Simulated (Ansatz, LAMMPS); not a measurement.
# Electronic structure of glassy 68SiO2-14MgO-11ZnO-7BaO (mol %) (75 atoms)

Wanted: forces, charges and levels of glassy 68SiO2-14MgO-11ZnO-7BaO (mol %) (75 atoms).

Method: Kohn-Sham DFT, LDA, PAW (set soft_2), plane waves, in Ansatz 0.2.0.

### 1. Set-up

The cell holds 75 atoms: 19 Si, 4 Mg, 3 Zn, 2 Ba and 47 O. Its edges and angles: a = 9.700 Å, b = 9.700 Å, c = 9.700 Å, α = 90.0°, β = 90.0°, γ = 90.0°. 75 atoms (19 Si, 4 Mg, 3 Zn, 2 Ba, 47 O) placed at random at 3.37 g/cm³, melted at 4000 K for 10 ps at fixed volume with the Morse and Coulomb pair potential with partial charges (Pedone, Malavasi, Menziani, Cormack and Segre, J. Phys. Chem. B 110, 11780 (2006)). Quenched from 4000 K to 300 K at 25 K/ps and fixed volume, held 5 ps, then minimised at fixed cell.

Limits known from the start: The quench rate of 25 K/ps is many orders above laboratory rates, so the cell is likely richer in defects and strain than a real sample. The starting topology of bonds comes from the classical model, and needn't be the one that DFT or experiment would give. Only the Γ point is sampled, in a cell whose shortest periodic width is 10 Å. Spin–orbit coupling is left out, which matters for the levels of the heavy elements.

### 2. How the cell was made

A classical potential supplies the starting structure, since it reaches far longer times than DFT.

This step: classical MD, Morse and Coulomb pair potential with partial charges (Pedone, Malavasi, Menziani, Cormack and Segre, J. Phys. Chem. B 110, 11780 (2006)) (LAMMPS 22 Jul 2025 - Update 4).

The input, in.lmp:

```
# melt-quench of Si19Mg4Zn3Ba2O47
units metal
atom_style charge
boundary p p p
region box block 0 9.6995 0 9.6995 0 9.6995
create_box 5 box
mass 1 28.0850   # Si
mass 2 24.3050   # Mg
mass 3 65.3800   # Zn
mass 4 137.3270   # Ba
mass 5 15.9990   # O
create_atoms 1 random 19 432044 NULL overlap 1.5 maxtry 2000
create_atoms 2 random 4 432051 NULL overlap 1.5 maxtry 2000
create_atoms 3 random 3 432058 NULL overlap 1.5 maxtry 2000
create_atoms 4 random 2 432065 NULL overlap 1.5 maxtry 2000
create_atoms 5 random 47 432072 NULL overlap 1.5 maxtry 2000
pair_style hybrid/overlay pedone 5.5 coul/long 8.0
pair_coeff * * coul/long
pair_coeff 1 5 pedone 0.340554 2.006700 2.100000 1   # Si-O
pair_coeff 2 5 pedone 0.038908 2.281000 2.586153 5   # Mg-O
pair_coeff 3 5 pedone 0.001221 3.150679 2.851850 1   # Zn-O
pair_coeff 4 5 pedone 0.065011 1.547596 3.393410 5   # Ba-O
pair_coeff 5 5 pedone 0.042395 1.379316 3.618701 22   # O-O
set type 1 charge 2.4
set type 2 charge 1.2
set type 3 charge 1.2
set type 4 charge 1.2
set type 5 charge -1.2
kspace_style pppm 1.0e-4
neigh_modify delay 0 every 1 check yes
thermo_style custom step time temp pe press density
thermo_modify norm yes
timestep 0.002
thermo 100
# [... 18 lines left out ...]
thermo 1250
fix md all nvt temp 300 300 0.2
run 2500 post no
unfix md
thermo 100
min_style cg
minimize 0 1e-3 2000 20000
write_dump all custom glass.dump id type xs ys zs modify sort id
```

On the command line:

```console
$ lmp -in in.lmp -log none -nocite
```

The log of the run:

```text
LAMMPS (22 Jul 2025 - Update 4)
Created orthogonal box = (0 0 0) to (9.6995 9.6995 9.6995)
Created 19 atoms
Created 4 atoms
Created 3 atoms
Created 2 atoms
Created 47 atoms
PPPM initialization ...
  G vector (1/distance) = 0.37631656
  grid = 10 10 10
  estimated relative force accuracy = 8.4040909e-05
   Step          Time           Temp          PotEng         Press         Density
         0   0              0             -1.8296813      798089.11      3.3729727
        80   0.16           0             -15.200978      33138.917      3.3729727
Loop time of 0.0382201 s on 1 MPI rank(s) for 80 steps with 75 atoms
Minimization stats:
  Stopping criterion = energy tolerance
  Energy initial, next-to-last, final =
       -1.829681309639  -15.1995732591995  -15.2009777075986
  Force two-norm initial, final = 279.31272 2.106827
  Iterations, force evaluations = 80 103
   Step          Time           Temp          PotEng         Press         Density
[... 12 lines left out ...]
[... 1 line left out ...]
Loop time of 1.53082 s on 1 MPI rank(s) for 5000 steps with 75 atoms
   Step          Time           Temp          PotEng         Press         Density
[... 12 lines left out ...]
Loop time of 21.5845 s on 1 MPI rank(s) for 74000 steps with 75 atoms
   Step          Time           Temp          PotEng         Press         Density
[... 1 line left out ...]
     81250   162.5          305.01053     -15.351911      6863.6532      3.3729727
     82500   165            334.62397     -15.352492      21407.58       3.3729727
Loop time of 0.666764 s on 1 MPI rank(s) for 2500 steps with 75 atoms
   Step          Time           Temp          PotEng         Press         Density
     82500   165            334.62397     -15.352492      21407.58       3.3729727
     82515   165.03         334.62397     -15.393231      10745.31       3.3729727
Loop time of 0.0212283 s on 1 MPI rank(s) for 15 steps with 75 atoms
Minimization stats:
  Stopping criterion = linesearch alpha is zero
  Energy initial, next-to-last, final =
     -15.3524918485584  -15.3932308407935  -15.3932308407935
  Force two-norm initial, final = 11.833915 0.46846845
  Iterations, force evaluations = 15 63
```

It took 24 s on 1 thread of Arm Neoverse V2, shared host; peak memory 0.078 GiB.

### 3. Plane-wave single point

The electrons are solved once, with the atoms held.

The input, input.yaml:

```yaml
crystal:
  lattice:
    - [9.6995, 0.0, 0.0]
    - [0.0, 9.6995, 0.0]
    - [0.0, 0.0, 9.6995]
  atoms:
    - { symbol: Si, position: [0.67637, 0.184, 0.88672] }
    - { symbol: Si, position: [0.27331, 0.90761, 0.1422] }
    - { symbol: Si, position: [0.43856, 0.58998, 0.55726] }
    - { symbol: Si, position: [0.54998, 0.70212, 0.91612] }
    - { symbol: Si, position: [0.96771, 0.71749, 0.28378] }
    - { symbol: Si, position: [0.05035, 0.11582, 0.05475] }
    - { symbol: Si, position: [0.05268, 0.36846, 0.54132] }
    - { symbol: Si, position: [0.02435, 0.99024, 0.46194] }
    - { symbol: Si, position: [0.30755, 0.50513, 0.84572] }
    - { symbol: Si, position: [0.37657, 0.20853, 0.76454] }
    - { symbol: Si, position: [0.49155, 0.12224, 0.2076] }
    - { symbol: Si, position: [0.78307, 0.77781, 0.72661] }
    - { symbol: Si, position: [0.97093, 0.11605, 0.74415] }
    - { symbol: Si, position: [0.56366, 0.8785, 0.52163] }
    - { symbol: Si, position: [0.30646, 0.89197, 0.82325] }
    - { symbol: Si, position: [0.81613, 0.13712, 0.25262] }
    - { symbol: Si, position: [0.25652, 0.607, 0.28691] }
    - { symbol: Si, position: [0.28172, 0.18603, 0.45191] }
    - { symbol: Si, position: [0.7716, 0.41496, 0.12235] }
    - { symbol: Mg, position: [0.77788, 0.55187, 0.48911] }
    - { symbol: Mg, position: [0.05726, 0.7572, 0.94332] }
    - { symbol: Mg, position: [0.08159, 0.71084, 0.59993] }
    - { symbol: Mg, position: [0.79037, 0.89213, 0.03312] }
    - { symbol: Zn, position: [0.0993, 0.4645, 0.09093] }
    - { symbol: Zn, position: [0.45776, 0.42594, 0.0955] }
    - { symbol: Zn, position: [0.6458, 0.68821, 0.23969] }
    - { symbol: Ba, position: [0.64805, 0.24038, 0.52396] }
    - { symbol: Ba, position: [0.90473, 0.46665, 0.8086] }
    - { symbol: O, position: [0.08898, 0.60233, 0.29688] }
    - { symbol: O, position: [0.73094, 0.31736, 0.97964] }
    - { symbol: O, position: [0.6955, 0.87969, 0.63468] }
    - { symbol: O, position: [0.63458, 0.48921, 0.17169] }
    - { symbol: O, position: [0.82778, 0.65258, 0.32315] }
    - { symbol: O, position: [0.32598, 0.05587, 0.80583] }
    - { symbol: O, position: [0.4692, 0.75119, 0.57009] }
    - { symbol: O, position: [0.24073, 0.86107, 0.98281] }
    - { symbol: O, position: [0.96908, 0.78986, 0.13772] }
    - { symbol: O, position: [0.67187, 0.67054, 0.80535] }
    - { symbol: O, position: [0.48741, 0.23089, 0.08884] }
    - { symbol: O, position: [0.10076, 0.50924, 0.6015] }
    - { symbol: O, position: [0.62688, 0.75168, 0.05015] }
    - { symbol: O, position: [0.17948, 0.04988, 0.45192] }
    - { symbol: O, position: [0.44747, 0.56611, 0.93786] }
    - { symbol: O, position: [0.3113, 0.33869, 0.8486] }
    - { symbol: O, position: [0.54408, 0.22118, 0.79164] }
    - { symbol: O, position: [0.89148, 0.38366, 0.51388] }
    - { symbol: O, position: [0.4896, 0.01672, 0.53117] }
    - { symbol: O, position: [0.01728, 0.8334, 0.40634] }
    - { symbol: O, position: [0.15424, 0.30288, 0.43107] }
    - { symbol: O, position: [0.65296, 0.10748, 0.26024] }
    - { symbol: O, position: [0.27347, 0.76813, 0.2318] }
    - { symbol: O, position: [0.90565, 0.07923, 0.38029] }
    - { symbol: O, position: [0.3664, 0.54313, 0.69678] }
    - { symbol: O, position: [0.8153, 0.30114, 0.23416] }
    - { symbol: O, position: [0.19769, 0.81957, 0.72747] }
    - { symbol: O, position: [0.67218, 0.04074, 0.95305] }
    - { symbol: O, position: [0.58159, 0.51235, 0.53158] }
    - { symbol: O, position: [0.89641, 0.07713, 0.121] }
    - { symbol: O, position: [0.41375, 0.98507, 0.16549] }
    - { symbol: O, position: [0.61428, 0.83085, 0.37524] }
    - { symbol: O, position: [0.07145, 0.27259, 0.06248] }
    - { symbol: O, position: [0.97911, 0.00526, 0.62212] }
    - { symbol: O, position: [0.1562, 0.02885, 0.1483] }
    - { symbol: O, position: [0.87983, 0.82169, 0.85089] }
    - { symbol: O, position: [0.8952, 0.50756, 0.07394] }
    - { symbol: O, position: [0.03554, 0.07892, 0.89086] }
    - { symbol: O, position: [0.16722, 0.56545, 0.90807] }
    - { symbol: O, position: [0.87109, 0.68196, 0.62802] }
    - { symbol: O, position: [0.34183, 0.58085, 0.421] }
    - { symbol: O, position: [0.39566, 0.19193, 0.33382] }
    - { symbol: O, position: [0.45021, 0.815, 0.84984] }
    - { symbol: O, position: [0.28927, 0.50068, 0.17044] }
    - { symbol: O, position: [0.8141, 0.17264, 0.77381] }
    - { symbol: O, position: [0.33883, 0.23467, 0.60264] }
    - { symbol: O, position: [0.0469, 0.24998, 0.67305] }
kpoints:
  mp_grid: { grid: [1, 1, 1] }
hamiltonian:
  xc: lda
scf:
  occupations: { method: fermi_dirac, width: 0.025 }
output:
  forces: true
  stress: true
  populations: true
  dos:
    method: { smearing: { sigma: 0.08 } }
    de: 0.1
    projected: { site_lists: { Ba: [Ba], Mg: [Mg], O: [O], Si: [Si], Zn: [Zn] } }
  eigenvalues: true
  write_density: true
  write_potential: true
  volumetric_format: npy
```

On the command line:

```console
$ ansatz run input.yaml --threads 8 --pin off --max-ram 15872MiB --backend cpu --events-out ev --progress --plain --runs-dir out
```

The log of the run:

```text
Engine: ansatz 0.2.0, aarch64-unknown-linux-gnu
Pseudopotentials: kind: paw
Pseudopotential: Si, paw, valence charge 4, recommended cutoff 420 eV (normal), Si.paw.azcp
Pseudopotential: Mg, paw, valence charge 10, recommended cutoff 420 eV (normal), Mg.paw.azcp
Pseudopotential: Zn, paw, valence charge 12, recommended cutoff 420 eV (normal), Zn.paw.azcp
Pseudopotential: Ba, paw, valence charge 10, recommended cutoff 420 eV (normal), Ba.paw.azcp
Pseudopotential: O, paw, valence charge 6, recommended cutoff 420 eV (normal), O.paw.azcp
[... 3 lines on functional and potentials left out ...]
Crystal: 75 atoms, lattice volume = 912.532 Å³
Basis set: ecut = 420 eV, 17845 PW (Γ)
Bands: 302, of which v1, the nominal top of the filled ones, is band 227 counted from 1 (226 counted from 0)
Symmetry: 1 space group operations
Space group: P1 (ITA 1), of the structure as read, at distance tolerance 9.7e-5 Å
k-points: 1
[... 16 lines on functional and potentials left out ...]
Initial density: superposition of atomic densities (neutral atoms: chi_scale 0, normalization atom), corrected by the library's trained network
Initial wavefunctions: pseudopotential atomic-orbital guess
Functional: x = slater, c = lda
SCF iter   1: F=—  HF=-66645.601664 eV  |F-HF|=—  |Δ(HF+E_count)|=         —  Δρ=1.46e-2  dr2=1.76e0  ethr=1.77e-3  ⟨swp⟩=6.0  Hψ=1324  notcnv=0  defer=57
preconditioner: auto → Resta (q_TF=auto, 2.429 Å⁻¹)  ε∞=3.8  [insulator: Δε(μ)=2.738 eV  Ē_g=15.100 eV  σ=0.025 eV  W_gap=1.00  n_scr=250 (ndim 8)  ℏωp=25.1 eV  f_vac=0.069  D(μ)=0.00/eV (n_scr^D=0)  ε∞_Penn≈3.8]
SCF iter   2: F=—  HF=-66645.094922 eV  |F-HF|=—  |Δ(HF+E_count)|=   5.07e-1  Δρ=3.80e-3  dr2=6.83e-2  ethr=3.87e-4  ⟨swp⟩=2.0  Hψ=524  notcnv=0  defer=67
SCF iter   3: F=—  HF=-66645.075767 eV  |F-HF|=—  |Δ(HF+E_count)|=   1.92e-2  Δρ=1.82e-3  dr2=2.35e-2  ethr=1.50e-5  ⟨swp⟩=2.0  Hψ=457  notcnv=0  defer=67
SCF iter   4: F=—  HF=-66645.069119 eV  |F-HF|=—  |Δ(HF+E_count)|=   6.65e-3  Δρ=7.03e-4  dr2=3.92e-3  ethr=5.17e-6  ⟨swp⟩=2.0  Hψ=412  notcnv=0  defer=67
SCF iter   5: F=—  HF=-66645.068020 eV  |F-HF|=—  |Δ(HF+E_count)|=   1.10e-3  Δρ=1.78e-4  dr2=3.62e-4  ethr=8.64e-7  ⟨swp⟩=2.0  Hψ=404  notcnv=0  defer=67
SCF iter   6: F=—  HF=-66645.067985 eV  |F-HF|=—  |Δ(HF+E_count)|=   3.47e-5  Δρ=1.25e-4  dr2=1.10e-4  ethr=7.98e-8  ⟨swp⟩=2.0  Hψ=367  notcnv=0  defer=67
SCF iter   7: F=—  HF=-66645.067946 eV  |F-HF|=—  |Δ(HF+E_count)|=   3.91e-5  Δρ=2.84e-5  dr2=9.27e-6  ethr=2.42e-8  ⟨swp⟩=2.0  Hψ=388  notcnv=0  defer=67
SCF iter   8: F=—  HF=-66645.069337 eV  |F-HF|=—  |Δ(HF+E_count)|=   1.39e-3  Δρ=1.21e-5  dr2=1.37e-6  ethr=2.04e-9  ⟨swp⟩=2.0  Hψ=466  notcnv=0  defer=67
SCF iter   9: F=—  HF=-66645.069337 eV  |F-HF|=—  |Δ(HF+E_count)|=   7.42e-8  Δρ=6.46e-6  dr2=3.47e-7  ethr=3.03e-10  ⟨swp⟩=2.0  Hψ=419  notcnv=0  defer=67
SCF iter  10: F=-66645.069337 eV  HF=-66645.069337 eV  |F-HF|=8.99e-9  |Δ(HF+E_count)|=   1.96e-9  Δρ=1.78e-6  dr2=2.99e-8  ethr=2.20e-11  ⟨swp⟩=21.0  Hψ=3032  notcnv=0
SCF 1 converged in 10 iterations: F = -66645.069337 eV  dr2 = 2.99e-8
  greatest PAW one-centre occupation: 1.000 electrons in one spin orbital (limit 2), on the Mg atom at site 19 (counted from 0), in its partial waves of l = 1
SCF converged after 10 iterations
Free energy (F): -66645.069337 eV
Harris-Foulkes:  -66645.069337 eV  (|F-HF|=8.99e-9)
Internal energy: -66645.069337 eV  (E = F + TS)
E sigma→0 (E₀):  -66645.069337 eV
Fermi energy:    6.975228 eV
--- Per-component energies (eV) ---
  E_band       = -2462.896750
  E_kinetic    = 10231.505377
  E_local      = -34786.164729  (includes V_loc(G=0)·N_el)
  E_nonlocal   = 5208.656375
  E_hartree    = 13016.687049
  E_xc         = -5331.751213
  E_vxc        = -5897.491874  (∫ρ·V_xc dr)
  E_paw        = -32686.285198  (= ΣΔE_a)
  E_vpaw       = -3252.905941  (= ΣTr[D̂ρ^β])
  E_aug_tail   = 0.121333  (compensation charges beyond the density's cutoff)
  E_ewald      = -22309.834298
  E_core_change = 11.995966  (= ΣΔE_core)
  E_smearing   = -0.000000  (= −TS)
  E_closure    = -0.000000  (closes the sum)
  Σ components = -66645.069337   (vs F -66645.069337, Δ=0.00e0)
--- Forces (eV/Å), atoms counted from 1 ---
  atom   1  Si     1.52047109     0.04282915     0.89492255
  atom   2  Si    -0.78499481     0.02935237    -0.54583577
  atom   3  Si     1.45973300     1.51894358    -0.27355445
  atom   4  Si    -0.26377181     0.08723243    -1.00257997
  atom   5  Si     1.07918221     1.21560434    -0.43296089
  atom   6  Si    -0.49802851     0.35501365     0.13765627
  atom   7  Si    -0.46152344    -1.38164427     1.03460992
  atom   8  Si    -0.05213763     1.62627677    -0.32682863
  atom   9  Si     1.60425418     0.47370143    -0.63838447
  atom  10  Si     0.26537441    -0.39566598    -0.23081521
  atom  11  Si    -0.38484920     1.10545560     0.33617942
  atom  12  Si    -1.84000328    -0.38913502     0.17062227
  atom  13  Si    -0.38087417     2.02476339    -0.53761007
  atom  14  Si     0.88165866    -1.90121389     0.24256351
[...]
atom  74  O      0.82802433     0.08720803     0.25754455
  atom  75  O      0.18009518     0.30412804     0.56265190
  max |Σ_I F_I| component: 1.19e-4 eV/Å
--- Stress (GPa, compression-positive) ---
       -3.824325       0.537519      -1.261490
        0.537519      -0.995685       0.168813
       -1.261490       0.168813      -0.293226
  P = ⅓ Tr σ = -1.7044 GPa (-17.044 kbar)
--- Band table (eV) ---
  k-point 0: bands = ["-68.7669", "-68.3665", "-67.8324", "-67.4893", [... 286 levels ...], "14.5637", "14.5914", "14.6115", "14.6842", "14.7171", "14.7368", "14.8306", "14.8407", "14.8815", "14.9304", "14.9649", "14.9812"]
--- Löwdin populations: 75 sites ---
  site symbol       q [e]
     0     Si      2.3724
     1     Si      2.2717
     2     Si      2.3137
[...]
74      O      6.8201
  spilling = 0.012598 (of n_electrons = 454.000000)
```

Run time: 6.3 s. Hardware: 8 threads of Arm Neoverse V2, shared host; peak memory 1.2 GiB; 43 s of CPU time.

Numbers from this run:

| Property | Result |
| --- | --- |
| free energy | -66645.0693 eV |
| free energy per atom | -888.6009 eV/atom |
| SCF cycles | 10 |
| pressure | -1.704 GPa |
| r.m.s. force component | 0.8682 eV/Å |
| longest force | 3.065 eV/Å |
| Fermi energy | 6.975 eV |
| gap (highest filled to lowest empty level) | 2.69 eV |
| spilling of the projection | 0.0126 |

Length of the force by element:

```
element  coordination  atoms  mean length of the force (eV/Å)  spread  least   most
     Ba           all      2                            0.798   0.192  0.606  0.990
     Mg           all      4                            0.684   0.189  0.381  0.885
      O           all     47                             1.39   0.622  0.272   3.06
     Si           all     19                             1.59   0.565  0.529   2.53
     Zn           all      3                            0.974  0.0613  0.896   1.05
```

Löwdin charges by element (they lack the spilled electrons, 0.076 e an atom on average):

```
element  coordination  atoms  mean charge (e)  spread  least    most
     Ba           all      2             1.85  0.0041   1.85    1.85
     Mg           all      4             1.60   0.012   1.59    1.62
      O           all     47           -0.864   0.104  -1.06  -0.749
     Si           all     19             1.67  0.0398   1.61    1.74
     Zn           all      3             1.49  0.0132   1.47    1.50
```

Density of states as counts of states in windows of 1 eV (from the Fermi level), total and the larger projections:

```
from (eV)  to (eV)  total   O p  Si p  Zn d
      -18      -17    4.5   0.1   0.6   0.0
      -17      -14    0.0   0.0   0.0   0.0
      -14      -13    2.2   0.1   0.0   0.0
      -13      -12   12.8   2.4   0.2   0.0
      -12      -11    8.0   5.3   0.5   0.0
      -11      -10   10.8   7.4   1.0   0.1
      -10       -9   13.4   9.5   1.8   0.2
       -9       -8   27.3  19.4   4.4   2.0
       -8       -7   30.6  16.5   2.1  10.1
       -7       -6   48.7  31.5   2.9  11.0
       -6       -5   45.0  37.9   1.9   2.7
       -5       -4   49.6  44.3   1.3   1.9
       -4       -3   47.4  43.6   0.9   1.3
       -3       -2   23.1  21.4   0.5   0.5
       -2       -1    5.3   5.0   0.1   0.0
       -1        1    0.0   0.0   0.0   0.0
        1        2    2.0   0.1   0.0   0.0
        2        3    3.6   0.3   0.3   0.0
        3        4   15.1   1.4   2.3   0.0
        4        5   22.3   1.7   5.3   0.0
```

The curve was stored every 0.10 eV, coarse against its broadening of 0.08 eV, so these counts are rough.

Between -26 and -18 eV lie 90 more states.

About 36 of the 454 electrons lie in deeper levels, below the stored range.

The levels nearest the highest filled one (over half full), pooled over k-points and spins:

```
level less the highest filled one (eV)  occupation
                                 -1.00           2
                                -0.952           2
                                -0.755           2
                                -0.631           2
                                -0.266           2
                                     0           2
                                  2.69           0
                                  4.00           0
                                  4.33           0
                                  4.41           0
                                  4.57           0
                                  4.78           0
```

Valence density in the ac plane at fractional y = 0.702, with atoms of Si and Mg and Zn and O within 0.2 Å of it. It is the smooth field of the valence electrons, not physical close to the nuclei.

Values in e/Å³, 13 rows by 16 columns, each cell a mean:
```
 1  2  0  0  0  0  0  0  0  0  0  0  0  0  0  0
 0  0  0  0  0  0  0  0  0  0  1  1  0  0  0  0
 0  0  0  0  0  0  0  0  0  1  3  3  1  0  0  0
 0  0  0  0  0  0  0  0  0  0  1  1  0  1  1  0
 1  8  1  0  0  0  0  1  0  0  0  0  1  3  4  1
 2 11  1  0  0  0  1  3  1  0  0  0  0  1  2  0
 0  0  0  0  0  0  0  1  0  0  0  0  0  0  0  0
 0  0  0  0  0  0  0  0  0  0  0  0  0  0  0  0
 0  0  0  0  0  0  0  0  0  0  1  0  1  3  1  0
 0  0  0  1  1  1  0  0  0  2 15  2  1  1  1  0
 0  0  0  0  1  0  0  0  0  1  5  1  0  0  0  1
 0  0  0  0  0  0  0  0  0  1  1  0  0  0  0  0
 0  0  0  0  0  0  0  0  0  2  2  0  0  0  0  0
```
Columns run along a (9.7 Å), rows up along c (9.7 Å). Atoms in or near the plane, at fractional coordinates: Si at (0.55, 0.92), Si at (0.97, 0.28), Mg at (0.08, 0.60), Zn at (0.65, 0.24), O at (0.87, 0.63).

(Part 1 of 2 ends here.)

[Logs are printed without paths, hosts, clocks, repeated set-up lines and the standing remarks that a program may print on its own settings, such as how far it seeks lower states.]

[Hosts, paths, dates, database ids (printed as entryN), source tags and the programs' standing remarks are cut or masked in the printed files.]
